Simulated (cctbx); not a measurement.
# Occupancies in Li3NbNi4S8

Cell a = 12.5502 Å, b = 7.4420 Å, c = 7.3660 Å, α = 90.00°, β = 124.57°, γ = 90.00°; space group C2/m (no. 12); nominal formula Li3NbNi4S8.

The data are simulated with cctbx, not measured: synchrotron X-rays, λ = 0.4959 Å, to d = 0.77 Å, 70 % of the full sphere, strongest reflection 20000 counts, noise from counting, a 4 % proportional error and a noise floor of 2 counts (s.d.); no absorption.

With every site full:

```text
Rint 0.036, 691 unique reflections to 0.77 A
cycle     R1     wR2    GooF  max shift (A)
   1  0.1664  0.3523   6.551   0.00121
   2  0.0420  0.1263   2.349   0.00008
final R1 0.0421 wR2 0.1263 GooF 2.349  parameters 49  data/parameter 14.1
atom        x        y        z      Ueq    occ   su(xyz)  su(Uiso or U11)
Nb1    0.00000  0.50000  0.00000   0.0077  1.000  0.00000  0.0005
Ni1    0.75000  0.75000  0.00000   0.0005  1.000  0.00000  0.0005  NPD
Ni2    0.00000  0.00000  0.00000   0.0009  1.000  0.00000  0.0007
Ni3    0.00000  0.50000  0.50000   0.0010  1.000  0.00000  0.0007
S1     0.99212  0.26078  0.74999   0.0022  1.000  0.00023  0.0007
S2     0.24735  0.50000  0.76006   0.0021  1.000  0.00031  0.0010
S3     0.76239  0.50000  0.77110   0.0012  1.000  0.00031  0.0009
Li1    0.75000  0.75000  0.50000   0.0080  1.000  0.00000  0.0081
Li2    0.00000  0.00000  0.50000   0.0064  1.000  0.00000  0.0104  NPD
difference map: max 2.50 min -2.37 rms 0.32
Q1    0.0000  0.5000  0.5000    2    2.50  0.00 A from Ni3
Q2    0.2500  0.2500  0.0000    4    2.21  0.00 A from Ni1
Q3    0.0000  0.0000  0.0000    2    2.00  0.00 A from Ni2
Q4    0.2388  0.0000  0.2358    4    1.62  0.16 A from S2
Q5    0.2484  0.0000  0.7630    4    1.43  0.15 A from S3
Q6    0.0037  0.2420  0.2562    8    1.29  0.16 A from S1
```

With the occupancies of the suspect sites free, each still typed as its main element:

```text
Rint 0.036, 691 unique reflections to 0.77 A
cycle     R1     wR2    GooF  max shift (A)
   1  0.1130  0.2591   4.822   0.00149
   4  0.0197  0.0507   0.944   0.00001
final R1 0.0197 wR2 0.0507 GooF 0.944  parameters 50  data/parameter 13.8
atom        x        y        z      Ueq    occ   su(xyz)  su(Uiso or U11)
Nb1    0.00000  0.50000  0.00000   0.0034  0.849  0.00000  0.0002
Ni1    0.75000  0.75000  0.00000   0.0038  1.000  0.00000  0.0002
Ni2    0.00000  0.00000  0.00000   0.0043  1.000  0.00000  0.0003
Ni3    0.00000  0.50000  0.50000   0.0041  1.000  0.00000  0.0003
S1     0.99216  0.26070  0.74996   0.0053  1.000  0.00009  0.0003
S2     0.24751  0.50000  0.76014   0.0048  1.000  0.00012  0.0004
S3     0.76228  0.50000  0.77109   0.0042  1.000  0.00013  0.0004
Li1    0.75000  0.75000  0.50000   0.0070  1.000  0.00000  0.0028
Li2    0.00000  0.00000  0.50000   0.0057  1.000  0.00000  0.0038
su of occupancy Nb1: 0.002
difference map: max 0.51 min -0.54 rms 0.13
Q1    0.1730  0.5000  0.2267    4    0.54  0.80 A from S3
Q2    0.1799  0.5000  0.6567    4    0.46  0.75 A from S2
Q3    0.1503  0.2212  0.2927    8    0.45  1.33 A from Li1
Q4    0.0558  0.2425  0.2152    8    0.45  0.79 A from S1
Q5    0.1285  0.5000  0.7774    4    0.42  1.57 A from S2
Q6    0.0322  0.0000  0.4211    4    0.42  0.88 A from Li2
```

**Question.** What is the disorder?

X-rays count electrons. Nb1 refines to 0.849(0.002), or 34.8 electrons; the site truly holds 0.85 Nb, 34.9 electrons, which is 0.850 of Nb. A value under 1 can't tell vacancies from a lighter guest, and one over 1 needs a heavier guest; chemistry or a second radiation must settle which. Occupancy correlates with U and the scale, so the match is approximate.

Freeing them takes R1 from 0.0421 to 0.0197 and GooF from 2.35 to 0.94.

The model was made for the exercise: a known structure type with other elements put in, its volume estimated, not relaxed; displacement parameters are assumed.

[Middle refinement cycles are left out of these outputs.]

[Logs are printed without paths, hosts, clocks, repeated set-up lines and the standing remarks that a program may print on its own settings, such as how far it seeks lower states.]
